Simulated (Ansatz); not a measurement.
**Cd2C (model cell, started as antifluorite): following an unstable mode**

Wanted: the energy along a soft mode of Cd2C (model cell, started as antifluorite) and the structure at the end.

Calculated with Ansatz 0.2.0; DFT PBEsol, scalar-relativistic, plane waves, PAW.

The structure was built from a prototype and need not be the compound's stable phase.

**1. The starting structure**

Symmetry: Fm-3m, No. 225, cubic system. The conventional cell has a = 5.777 Å, b = 5.777 Å, c = 5.777 Å, α = 90.00°, β = 90.00°, γ = 90.00°. Nearest to C lie 8 Cd at 2.50 Å. Cd has 4 C at 2.50 Å nearest. Farther neighbours are not listed.

**2. The dispersion**

The cell comes from relaxations at this level that are not shown. Stability and thermal properties need the whole zone. Linear response on a 4×4×4 q mesh gives force constants as far as a supercell of that size would.

input.yaml reads:

```yaml
crystal:
  lattice:
    - [0.0, 2.8883649712, 2.8883649712]
    - [2.8883649712, 0.0, 2.8883649712]
    - [2.8883649712, 2.8883649712, 0.0]
  atoms:
    - { symbol: C, position: [0.0, 0.0, 0.0] }
    - { symbol: Cd, position: [0.25, 0.25, 0.25] }
    - { symbol: Cd, position: [0.75, 0.75, 0.75] }
kpoints:
  mp_grid: { grid: [12, 12, 12] }
hamiltonian:
  xc: pbesol
scf:
  occupations: { method: methfessel_paxton, width: 0.2 }
output:
  eigenvalues: true
phonons:
  method: dfpt
  qmesh: [4, 4, 4]
  temperatures: { t_max: 1000, t_step: 50 }
  qpath:
    path:
      - [[0.0, 0.0, 0.0], [0.5, 0.0, 0.5], [0.625, 0.25, 0.625]]
      - [[0.375, 0.375, 0.75], [0.0, 0.0, 0.0], [0.5, 0.5, 0.5], [0.5, 0.25, 0.75], [0.5, 0.0, 0.5]]
    npoints: 10
```

Command:

```
> ansatz run input.yaml --threads 4 --pin off --max-ram 7168MiB --backend cpu --events-out ev --progress --plain --runs-dir out
```

Numbers of over 12 decimals in the logs are rounded to 6 here.

The program printed:

```text
Warning: phonons: the dynamical matrix that this run interpolates holds no multipole term above the dipole-dipole one, and a site of this crystal is no centre of inversion, so its interpolated transverse optical and acoustic branches and sound speeds can stay off near Gamma, and the density of states and the thermodynamics with them. What a run solves at a wave vector of phonons.qpoints, Gamma apart, where the deck admits one, is free of this, and under fd what a larger phonons.supercell samples
Engine: ansatz 0.2.0, x86_64-unknown-linux-gnu
Pseudopotentials: kind: paw
Pseudopotential: C, paw, valence charge 4, recommended cutoff 420 eV (normal), C.paw.azcp
Pseudopotential: Cd, paw, valence charge 20, recommended cutoff 420 eV (normal), Cd.paw.azcp
Functional definition: PBEsol
  exchange = pbesol_x
  correlation = pbesol_c
Crystal: 3 atoms, lattice volume = 48.193 Å³
Basis set: ecut = 420 eV, 941 PW (Γ), exchange–correlation on 60×60×60 points (8 copies of the dense FFT grid, shifted against one another)
Bands: 27, of which v1, the nominal top of the filled ones, is band 22 counted from 1 (21 counted from 0)
Symmetry: 48 space group operations
k-points: 72 of 1728
Non-local potential: C, projectors of the file, l = 0: 2, l = 1: 2, l = 2: 1
Non-local potential: Cd, projectors of the file, l = 0: 3, l = 1: 2, l = 2: 2, l = 3: 1
PAW form: soft (Blöchl's): semilocal exchange-correlation on the pseudo side does not see the compensation charge
PAW frozen core: C, regenerated for the run's functional, and the local potential with it (the file was generated under x = pbe(κ = 0.804, μ = 0.219515), c = pbe(β = 0.066725))
PAW frozen core: Cd, regenerated for the run's functional, and the local potential with it (the file was generated under x = pbe(κ = 0.804, μ = 0.219515), c = pbe(β = 0.066725))
PAW one-centre angular grid: C, 110 points (default); XC on 64 Gauss nodes
PAW one-centre angular grid: Cd, 590 points (default); XC on 64 Gauss nodes
Initial density: superposition of atomic densities (neutral atoms: chi_scale 0, normalization atom), corrected by the library's trained network
Initial wavefunctions: pseudopotential atomic-orbital guess
Functional: x = pbesol(κ = 0.804, μ = 0.123457), c = pbesol(β = 0.046)
SCF iter   1: F=—  HF=-16611.512662 eV  |F-HF|=—  |Δ(HF+E_count)|=         —  Δρ=9.40e-3  dr2=5.36e-2  ethr=1.77e-3  ⟨swp⟩=4.2  Hψ=6843  notcnv=0
preconditioner: auto → Kerker (q_TF=auto, 2.687 Å⁻¹)  [metal: Δε(μ)=0.104 eV  Ē_g=12.242 eV  σ=0.200 eV  W_gap=0.40  n_scr=14 (ndim 8)  ℏωp=28.3 eV  f_vac=0.032  D(μ)=0.29/eV (n_scr^D=0)]
SCF iter   2: F=—  HF=-16611.500380 eV  |F-HF|=—  |Δ(HF+E_count)|=   1.23e-2  S|Δr|=    0.00e0  Δρ=3.16e-3  dr2=6.83e-3  ethr=1.22e-4  ⟨swp⟩=1.2  Hψ=2532  notcnv=0
SCF iter   3: F=—  HF=-16611.498774 eV  |F-HF|=—  |Δ(HF+E_count)|=   1.61e-3  S|Δr|=    0.00e0  Δρ=7.28e-4  dr2=2.26e-4  ethr=1.55e-5  ⟨swp⟩=2.1  Hψ=2651  notcnv=0
SCF iter   4: F=—  HF=-16611.498757 eV  |F-HF|=—  |Δ(HF+E_count)|=   1.73e-5  S|Δr|=    0.00e0  Δρ=2.13e-4  dr2=3.84e-5  ethr=5.15e-7  ⟨swp⟩=2.5  Hψ=2795  notcnv=0
SCF iter   5: F=—  HF=-16611.498742 eV  |F-HF|=—  |Δ(HF+E_count)|=   1.48e-5  S|Δr|=    0.00e0  Δρ=9.55e-5  dr2=7.04e-6  ethr=8.73e-8  ⟨swp⟩=2.4  Hψ=2503  notcnv=0
SCF iter   6: F=—  HF=-16611.498757 eV  |F-HF|=—  |Δ(HF+E_count)|=   1.55e-5  S|Δr|=    0.00e0  Δρ=3.33e-5  dr2=7.17e-7  ethr=1.60e-8  ⟨swp⟩=2.6  Hψ=2669  notcnv=0
SCF iter   7: F=—  HF=-16611.498759 eV  |F-HF|=—  |Δ(HF+E_count)|=   1.76e-6  S|Δr|=    0.00e0  Δρ=5.86e-6  dr2=9.84e-9  ethr=1.63e-9  ⟨swp⟩=2.0  Hψ=2764  notcnv=0
SCF iter   8: F=—  HF=-16611.498759 eV  |F-HF|=—  |Δ(HF+E_count)|=   1.21e-8  S|Δr|=    0.00e0  Δρ=1.11e-6  dr2=3.55e-10  ethr=2.24e-11  ⟨swp⟩=2.0  Hψ=2840  notcnv=0
SCF iter   9: F=—  HF=-16611.498759 eV  |F-HF|=—  |Δ(HF+E_count)|=  3.31e-10  S|Δr|=    0.00e0  Δρ=2.13e-7  dr2=1.54e-11  ethr=1.00e-12  ⟨swp⟩=2.0  Hψ=2905  notcnv=0
SCF iter  10: F=-16611.498759 eV  HF=-16611.498759 eV  |F-HF|=7.28e-12  |Δ(HF+E_count)|=  1.46e-11  S|Δr|=    0.00e0  Δρ=2.57e-8  dr2=2.14e-13  ethr=1.00e-12  ⟨swp⟩=7.2  Hψ=7502  notcnv=0
SCF 1 converged in 10 iterations: F = -16611.498759 eV  dr2 = 2.14e-13
  greatest PAW one-centre occupation: 1.000 electrons in one spin orbital (limit 2), on the Cd atom at site 2 (counted from 0), in its partial waves of l = 0
Initial density: read from a saved state, or passed on in memory by an earlier SCF of this step, an earlier step, the calling program or the single point that the run made first
iter 1 solved again at ethr=8.17e-9 eV; its pass at ethr=3.10e-3 eV (dr2=3.60e-6 eV) is discarded
SCF iter   1: F=—  HF=-16611.498759 eV  |F-HF|=—  |Δ(HF+E_count)|=         —  Δρ=1.33e-7  dr2=1.18e-11  ethr=8.17e-9  ⟨swp⟩=3.1  Hψ=12186  notcnv=0
eigensolver tolerance schedule: the retry pair's looser diagonalisation over-reported the residual by 305777.74 of it (diagonalisation noise at 4.15 of the residual, at the tolerance the schedule requests for it); recorded, not acted on — ethr = c·dr2/N_el stays at c = 1.0e-1
preconditioner: auto → Kerker (q_TF=auto, 2.687 Å⁻¹)  [metal: Δε(μ)=0.116 eV  Ē_g=12.259 eV  σ=0.200 eV  W_gap=0.46  n_scr=14 (ndim 8)  ℏωp=28.3 eV  f_vac=0.031  D(μ)=0.33/eV (n_scr^D=0)]
SCF iter   2: F=-16611.498759 eV  HF=-16611.498759 eV  |F-HF|=0.00e0  |Δ(HF+E_count)|=   1.45e-9  S|Δr|=    0.00e0  Δρ=7.58e-8  dr2=3.86e-12  ethr=1.00e-12  ⟨swp⟩=3.6  Hψ=7369  notcnv=0
SCF 2 converged in 2 iterations: F = -16611.498759 eV  dr2 = 3.86e-12
phonons: the bands overlap, so this run is a metal and interpolates without the dipole-dipole term. If the crystal is really an insulator or semiconductor, its LO-TO splitting is missing
NSCF: frozen V_eff on 72 k-points
WARN: eigensolver did not converge in 3 slots of this pass, the one above among them; of largest residual over every band (k=17): 1 band(s) unlocked (lowest unlocked band 26, counted from 0; max residual 4.69e-4 eV among the unlocked bands, 4.69e-4 eV over every band); of lowest unlocked band (k=7): band 26
NSCF: frozen V_eff on 163 k-points
DFPT response loops at q = (0, 0, 0) (fractional): preconditioner auto → Kerker (q_TF=auto, 2.687 Å⁻¹) (partly filled bands, converged f_vac=0.031); β = 1.00, the filter's whole step (`scf.mixing.beta` (0.50) is not read by the response loops under this deck's `scf.mixing.preconditioner`; to damp them name `kerker` or `kerker_dos`, under which they read `scf.mixing.beta`, and type it under 1.00, their step now; both keys bind the ground state too); Broyden in place of MSR1
NSCF: frozen V_eff on 1872 k-points
DFPT response loops at q = (0, 0, 0.25) (fractional): mixed as the last ones told, above
NSCF: frozen V_eff on 952 k-points
DFPT response loops at q = (0, 0, -0.5) (fractional): mixed as the last ones told, above
NSCF: frozen V_eff on 1020 k-points
DFPT response loops at q = (0, 0.25, 0.25) (fractional): mixed as the last ones told, above
NSCF: frozen V_eff on 3456 k-points
DFPT response loops at q = (0, 0.25, -0.5) (fractional): mixed as the last ones told, above
NSCF: frozen V_eff on 1872 k-points
DFPT response loops at q = (0, 0.25, -0.25) (fractional): mixed as the last ones told, above
NSCF: frozen V_eff on 560 k-points
DFPT response loops at q = (0, -0.5, -0.5) (fractional): mixed as the last ones told, above
NSCF: frozen V_eff on 1020 k-points
DFPT response loops at q = (0.25, -0.5, -0.25) (fractional): mixed as the last ones told, above
SCF converged after 10 iterations
Stability not checked: this state was not tested for a lower state beside it, because cold or Methfessel-Paxton smearing, or corrected tetrahedra, fill the levels in a way that the test cannot read (fill_not_monotonic; see scf.lower_state_search)
Free energy (F): -16611.498759 eV
Harris-Foulkes:  -16611.498759 eV  (|F-HF|=7.28e-12)
Internal energy: -16611.498757 eV  (E = F + TS)
E sigma→0 (E₀):  -16611.498759 eV
Entropy (-TS):   -0.000002 eV (-0.001 meV/atom)
Fermi energy:    14.444580 eV
--- Per-component energies (eV) ---
  E_band       = -757.898560
  E_kinetic    = 1092.098655
  E_local      = -6065.074307  (includes V_loc(G=0)·N_el)
  E_nonlocal   = 99.305116
  E_hartree    = 2849.494781
  E_xc         = -397.978949
  E_vxc        = -500.657050  (∫ρ·V_xc dr)
  E_paw        = -8120.760644  (= ΣΔE_a)
  E_vpaw       = -1082.560551  (= ΣTr[D̂ρ^β])
  E_aug_tail   = 0.000027  (compensation charges beyond the density's cutoff)
  E_ewald      = -6069.288456
  E_core_change = 0.705020  (= ΣΔE_core)
  E_smearing   = -0.000002  (= −TS)
  E_closure    = -0.000000  (closes the sum)
  Σ components = -16611.498759   (vs F -16611.498759, Δ=0.00e0)
--- Band table (eV; the first three rows and the last of 72) ---
  k-point 0: bands = [... 18 lower, 6.7412, 12.6647, 14.6201, 14.6201, 14.6201, 18.3717, 18.3717, 18.3717, ... 1 higher]
  k-point 1: bands = [... 18 lower, 6.6931, 12.4834, 14.5325, 14.5325, 14.5805, 18.0978, 18.5393, 18.5393, ... 1 higher]
  k-point 2: bands = [... 18 lower, 6.5550, 11.8975, 14.3269, 14.3269, 14.4767, 17.8070, 18.9396, 18.9396, ... 1 higher]
  k-point 71: bands = [... 18 lower, 7.1703, 10.3234, 10.3234, 10.7065, 18.0175, 18.4047, 18.6143, 18.6143, ... 1 higher]
--- Phonons (Γ-DFPT): 2 representative perturbations + reference (Σ response iterations 7) ---
  ASR residual: 2.404e-5 → 0.000e0 eV/Å²; symmetrization residual: 2.297e-6 eV/Å²
  ASR residual per site (eV/Å²): 2.40e-5 4.29e-6 4.29e-6
  Γ frequencies (cm⁻¹): 0.00 0.00 0.00 143.10 143.10 143.10 170.47 170.47 170.47
--- Phonons (arbitrary-q DFPT): 8 irreducible q on the 4×4×4 mesh ---
  q = [0.0000, 0.0000, 0.0000] (star 1, of the zone-centre solve; hermiticity 1.01e-6, symmetrization 2.96e-12): -0.00 -0.00 0.00 143.10 143.10 143.10 170.47 170.47 170.47
  q = [0.0000, 0.0000, 0.2500] (star 8, 2 solved perturbations on 936 of 1728 k-point pairs; hermiticity 4.28e-7, symmetrization 2.80e-12): 56.36 56.36 89.78 131.48 131.48 135.77 223.52 223.52 326.54
  q = [0.0000, 0.0000, -0.5000] (star 4, 2 solved perturbations on 476 of 1728 k-point pairs; hermiticity 5.35e-7, symmetrization 1.78e-12): 89.56 89.56 109.50 110.36 110.36 143.25 243.40 243.40 346.35
  q = [0.0000, 0.2500, 0.2500] (star 6, 4 solved perturbations in 1608 linear systems a pass and spin channel, the states on 510 of 1728 k-point pairs; hermiticity 6.36e-7, symmetrization 5.45e-13): 23.78 23.78 101.31 129.44 140.50 140.50 262.35 262.35 348.65
  q = [0.0000, 0.2500, -0.5000] (star 24, 4 solved perturbations in 5328 linear systems a pass and spin channel, the states on 1728 of 1728 k-point pairs; hermiticity 9.45e-7, symmetrization 2.11e-12): 51.47 58.73 63.81 128.76 138.04 161.37 282.90 326.08 360.34
  q = [0.0000, 0.2500, -0.2500] (star 12, 4 solved perturbations in 2892 linear systems a pass and spin channel, the states on 936 of 1728 k-point pairs; hermiticity 5.86e-7, symmetrization 1.48e-12): 20.00 101.53 101.62 102.72 128.36 151.68 267.90 326.26 349.35
  q = [0.0000, -0.5000, -0.5000] (star 3, 4 solved perturbations in 886 linear systems a pass and spin channel, the states on 280 of 1728 k-point pairs; hermiticity 7.69e-7, symmetrization 1.63e-12): -35.61 29.31 29.31 135.09 135.09 185.69 293.03 293.03 374.74
  q = [0.2500, -0.5000, -0.2500] (star 6, 4 solved perturbations in 1544 linear systems a pass and spin channel, the states on 510 of 1728 k-point pairs; hermiticity 1.03e-6, symmetrization 9.96e-13): -27.42 19.17 103.82 103.82 151.70 169.46 323.72 351.54 351.54
  sum rule: each row above includes the acoustic sum rule's correction from the zone centre's row sums; it moved no ω² by more than (0.74 cm⁻¹)²
  mesh force constants: q→R imaginary residual 9.04e-18; ASR residual 2.404e-5 → 0.000e0 eV/Å²; symmetrization residual 4.441e-15 eV/Å²
  interpolated dispersion: 62 rows × 9 modes
  density of states and harmonic sums: on the 20×20×20 q-mesh, interpolated from the force constants of a 4×4×4 supercell (no non-analytic term)
  largest difference from the sums on the solved wave vectors: F 1.08e-2 eV, S 1.37e-5 and C_V 2.91e-6 eV/K
  zero-point energy: 0.093700 eV/cell   skipped modes (ω ≤ 0): 46, of them read as no rigid motion or as one in doubt: 43 (1.534e-1 modes/cell left out, lowest -35.61 cm⁻¹)   left out of the sums: 1.71e-2 of the cell's modes: C_V's classical limit lies that fraction below 3 k_B per atom; for a crystal, a wire or a layer, F and S can be off by more, and a phonons.interpolated_qmesh denser along its periods is the remedy for the sampling
```

It took 5.7 min on 4 threads of AMD EPYC 9R14 (Zen 4), shared host; peak memory 4.3 GiB.

In the SCF lines HF is the Harris–Foulkes energy and dr2 the Hartree energy of the density residual, in eV; the loop may stop once dr2 is under the threshold and the program's other checks hold. Hψ counts applications of the Hamiltonian.

Numbers from this step:

```
volume per atom                                         : 16.06 Å³
gap on the k-mesh                                       : 0 eV
sum-rule residual before enforcement                    : 2.40e-5 eV/Å²
lowest frequency on the path                            : -35.61 cm⁻¹
point group                                             : m-3m
highest frequency on the path or at a solved wavevector : 378.4 cm⁻¹
highest optical mode at the zone centre (no LO-TO term) : 170.5 cm⁻¹
lowest optical zone-centre mode                         : 143.1 cm⁻¹
lowest mode on the q mesh (acoustic modes at Γ apart)   : -35.61 cm⁻¹
```

Frequencies (cm⁻¹) solved at each irreducible wavevector; negative means imaginary. Frequencies by wavevector, by row:

```csv
q in reciprocal lattice units,star,mode 1,mode 2,mode 3,mode 4,mode 5,mode 6,mode 7,mode 8,mode 9
0 0 0,1,0,0,0,143.1,143.1,143.1,170.5,170.5,170.5
0 0 0.25,8,56.4,56.4,89.8,131.5,131.5,135.8,223.5,223.5,326.5
0 0 -0.5,4,89.6,89.6,109.5,110.4,110.4,143.2,243.4,243.4,346.4
0 0.25 0.25,6,23.8,23.8,101.3,129.4,140.5,140.5,262.4,262.4,348.6
0 0.25 -0.5,24,51.5,58.7,63.8,128.8,138,161.4,282.9,326.1,360.3
0 0.25 -0.25,12,20,101.5,101.6,102.7,128.4,151.7,267.9,326.3,349.4
0 -0.5 -0.5,3,-35.6,29.3,29.3,135.1,135.1,185.7,293,293,374.7
0.25 -0.5 -0.25,6,-27.4,19.2,103.8,103.8,151.7,169.5,323.7,351.5,351.5
```

Interpolated from a 4×4×4 q mesh. The phonon branches at the labelled points (cm⁻¹):

```
    point  branch 1  branch 2  branch 3  branch 4  branch 5  branch 6  branch 7  branch 8  branch 9
        Γ         0         0         0       143       143       143       170       170       170
  halfway        24        24       101       129       140       140       262       262       349
        X       -36        29        29       135       135       186       293       293       375
  halfway       -34        38        41       133       138       182       294       311       373
        U       -26        58        62       127       139       173       293       341       367
jump to K       -26        58        62       127       139       173       293       341       367
  halfway        25        82       110       118       120       146       242       285       335
        Γ         0         0         0       143       143       143       170       170       170
  halfway        56        56        90       132       132       136       224       224       326
        L        90        90       110       110       110       143       243       243       346
  halfway        55        59       100       109       140       156       283       322       356
        W       -27        19       104       104       152       170       324       352       352
  halfway       -32        25        62       129       143       179       309       314       371
        X       -36        29        29       135       135       186       293       293       375
```

The phonon branches as a text plot (rows in cm⁻¹):

```
    370 |       ***********                                 *****
    353 |      *           *****              **************
    335 |                **  ** *            *         *    *
    318 |    **        **      * *          *         *  *****
    301 |           *******                *         * **     ***
    284 |       ****       **   * **                * *
    266 |   *  *             ***          *        ***
    249 |    **                 **             *****
    232 |  *                     ****       ***
    215 |   *                            * *
    197 |  *                      ****    *
    180 | *       *********         **  **                  *****
    163 |*       *         **         **              ******
    146 |***********   ***** ***************   ****************
    128 |  **  *    ****************       ****    ***      *****
    111 |    **             *****             **************
     94 |      *            **** *          **  ********   *
     77 |   *   *          *    * **       *  **   ***      **
     59 |  *     *       **      ****     * **       **       *
     42 |              **           *    ***           **      *
     25 | *************      *********  **              *********
      8 |**                 *        ****
    -10 |                  *
    -27 |           *******                              ********
         Γ           X  U|K            Γ         L        W     X
```

Symmetry leaves 8 wavevectors to solve. The lowest mode among them, the acoustic zeros apart, lies at q = (0, -0.5, -0.5) and is imaginary, 35.6i cm⁻¹, so the energy falls along it.

**3. The mode frozen in, largest atomic shift 0 Å**

The mode followed lies at q = (0, -0.5, -0.5) with frequency 35.6i cm⁻¹, the softest among the wavevectors solved. At small amplitude the distorted cell has space group no. 137 by a symmetry search on the positions. The undistorted cell that holds it gives the zero of energy on the same k mesh.

System of this step: Cd2C (model cell, started as antifluorite). It takes space group Fm-3m (No. 225, cubic). Conventional cell: a = 5.777 Å, b = 5.777 Å, c = 5.777 Å, α = 90.00°, β = 90.00°, γ = 90.00°. C has 8 Cd at 2.50 Å nearest. Cd has 4 C at 2.50 Å nearest. Farther neighbours are not listed.

input.yaml reads:

```yaml
crystal:
  lattice:
    - [0.0, -2.8883649712, -2.8883649712]
    - [0.0, 2.8883649712, -2.8883649712]
    - [5.7767299423, 0.0, 0.0]
  atoms:
    - { symbol: C, position: [0.5, 0.5, 0.5] }
    - { symbol: C, position: [0.0, 1.0, 0.0] }
    - { symbol: Cd, position: [0.0, 0.5, 0.75] }
    - { symbol: Cd, position: [0.5, 0.0, 0.25] }
    - { symbol: Cd, position: [1.0, 0.5, 0.25] }
    - { symbol: Cd, position: [0.5, 0.0, 0.75] }
kpoints:
  mp_grid: { grid: [10, 10, 6] }
hamiltonian:
  xc: pbesol
scf:
  occupations: { method: methfessel_paxton, width: 0.2 }
output:
  forces: true
  stress: true
  eigenvalues: true
```

The program printed:

```text
[...]
Crystal: 6 atoms, lattice volume = 96.386 Å³
Basis set: ecut = 420 eV, 1891 PW (Γ), exchange–correlation on 60×60×80 points (8 copies of the dense FFT grid, shifted against one another)
Bands: 53, of which v1, the nominal top of the filled ones, is band 44 counted from 1 (43 counted from 0)
Symmetry: 32 space group operations
[...]
k-points: 84 of 600
[...]
k-point 0: bands = [... 40 lower, 11.5940, 12.6660, 14.6219, 14.6227, 14.6227, 15.3119, 16.1237, 18.3716, ... 5 higher]
  k-point 1: bands = [... 40 lower, 11.7782, 12.4562, 14.3632, 14.3632, 14.8424, 15.4224, 16.1926, 17.9961, ... 5 higher]
  k-point 2: bands = [... 40 lower, 12.2790, 12.2790, 13.7337, 13.7337, 15.2904, 15.6347, 16.4063, 17.3357, ... 5 higher]
  k-point 83: bands = [... 40 lower, 10.3243, 10.3243, 10.7071, 10.7071, 18.0184, 18.0184, 18.4051, 18.4051, ... 5 higher]
[key lines of the parts left out:]
SCF converged after 6 iterations
Free energy (F): -33222.993924 eV
Fermi energy:    14.446476 eV
P = ⅓ Tr σ = -0.0278 GPa (-0.278 kbar)
```

It took 2.4 s on 4 threads; peak memory 0.66 GiB.

Numbers from this step:

```
pressure                         : -0.02775 GPa
energy from the undistorted cell : 0 meV/atom
```

The run ends at a pressure of -0.03 GPa.

(Continued in part 2 of 3.)

[Logs are printed without paths, hosts, clocks, repeated set-up lines and the standing remarks that a program may print on its own settings, such as how far it seeks lower states.]

[Hosts, paths, dates, database ids (printed as entryN), source tags and the programs' standing remarks are cut or masked in the printed files.]
